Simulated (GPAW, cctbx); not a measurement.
## Reading charge transfer from structure factors

ZrSc2Be2, Immm (no. 71), a = 4.0183 Å, b = 5.7432 Å, c = 7.8196 Å, α = 90.00°, β = 90.00°, γ = 90.00°.

| atom | mult. | x | y | z |
| --- | --- | --- | --- | --- |
| Zr1 | 2 | 0 | 0 | 0 |
| Sc1 | 4 | 0 | 1/2 | 0.1960 |
| Be1 | 4 | 1/2 | 0.3073 | 0 |

The cell comes from substitution in a known structure type and wasn't matched to any measured phase.

Absolute values of the static structure factors of the conventional cell from DFT (PBE, GPAW) against free spherical atoms, in electrons:

| hkl | d (Å) | free atoms | crystal |
| --- | --- | --- | --- |
| 011 | 4.629 | 43.63 | 43.43 |
| 002 | 3.910 | 26.61 | 27.79 |
| 101 | 3.574 | 80.78 | 80.23 |
| 110 | 3.292 | 4.50 | 4.48 |
| 020 | 2.872 | 121.82 | 121.02 |
| 112 | 2.518 | 112.90 | 112.60 |
| 013 | 2.373 | 109.27 | 108.80 |
| 022 | 2.314 | 9.69 | 9.63 |
| 121 | 2.239 | 85.65 | 85.39 |
| 103 | 2.187 | 3.79 | 3.96 |

**Question.** Which way does charge move, and which reflections show it best?

Project each element's phase sum on the total phase. |F| rises if density moves to atoms that scatter in phase and falls if it moves to atoms that scatter against it; the rule is for low angles, since changes of shape take over beyond. Where all elements are in phase the terms compete, and the compactness of the donor's and the acceptor's density matters too.

| hkl | Zr in phase | Sc in phase | Be in phase | change (e) | (%) |
| --- | --- | --- | --- | --- | --- |
| 011 | +2.0 | -1.3 | -1.4 | -0.21 | -0.5 |
| 002 | +2.0 | -3.1 | +4.0 | +1.18 | +4.4 |
| 101 | +2.0 | +1.3 | -4.0 | -0.55 | -0.7 |
| 110 | +2.0 | -4.0 | +1.4 | -0.02 | -0.4 |
| 020 | +2.0 | +4.0 | -3.0 | -0.80 | -0.7 |
| 112 | +2.0 | +3.1 | +1.4 | -0.30 | -0.3 |
| 013 | +2.0 | +3.4 | -1.4 | -0.47 | -0.4 |
| 022 | +2.0 | -3.1 | -3.0 | -0.07 | -0.7 |

Low-angle reflections that set elements apart and change by more than 0.05 e: 011, 002, 101, 020, 013 and 022 (110 hardly moves and tells little). The signs fit a gain of density on Be and a loss on Zr and Sc. The best witness is 002, +4.4 %, where Be enters with +4.0. The real-space density agrees: Voronoi charges Zr +0.13, Sc +0.18, Be -0.24 e. The shortest bond, Be–Be, has Δρ = +0.04 e/Å³ at its midpoint.
